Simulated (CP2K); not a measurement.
Consider imidazole monohydrate at its PBE geometry (Å).

```xyz
12

C    -0.5615   -0.8729   -0.5400
C    -0.2508   -0.4372   -1.8082
N     0.4735    0.7263   -1.6243
C     0.5760    0.9434   -0.2768
N    -0.0461   -0.0065    0.4068
O     0.1123   -0.4425    3.2390
H    -1.1140   -1.7598   -0.2504
H    -0.4707   -0.8293   -2.7934
H     0.8694    1.3047   -2.3572
H     1.1121    1.7854    0.1474
H    -0.7333   -0.1266    3.5947
H     0.0330   -0.2851    2.2623
```

Method: CP2K XAS_TDP, all-electron GAPW, PBEh(45%), aug-cc-pVDZ, TDA, GW2X-corrected core level, no relativity.

Where do the N K-edge lines lie, and how strong are they?

Leading lines: N3 403.19 eV and N5 400.70 eV. The leading line of an atom is its first one with 35 % of the strongest within 2.5 eV of its lowest line over the strength cut. Core ionisation energies at this level: N3 407.59 and N5 405.46 eV.

The first six lines of each atom with a strength over 0.0015:

```
                              atom  energy (eV)  states  strength, one atom  above the computed threshold
          N3 (bonded to 2 C and H)       403.19       1              0.0354                              
                                         404.33       1              0.0158                              
                                         406.98       1              0.0022                              
                                         407.03       1              0.0030                              
                                         407.40       1              0.0020                              
                                         407.85       1              0.0031                           yes
N5 (bonded to 2 C, takes 1 H bond)       400.70       1              0.0493                              
                                         403.49       1              0.0022                              
                                         404.33       1              0.0025                              
                                         406.31       1              0.0105                           yes
                                         406.38       1              0.0039                           yes
                                         406.72       1              0.0023                           yes
```

Lines are vertical, at one geometry, with no vibrational structure. GW2X ionisation energies and lines can be off by 1 to 2 eV either way, and a good line position may hide errors that cancel. These values hold no scalar relativity, about 0.2 eV for N 1s. Rydberg lines, and the discretised continuum above threshold, depend on the basis and the box. This is one low-energy arrangement of the cluster, relaxed without a dispersion correction; others exist.

[Banner, clock and machine lines of the logs are left out without a mark of their own.]

[Logs are printed without paths, hosts, clocks, repeated set-up lines and the standing remarks that a program may print on its own settings, such as how far it seeks lower states.]

[Hosts, paths, dates, database ids (printed as entryN), source tags and the programs' standing remarks are cut or masked in the printed files.]
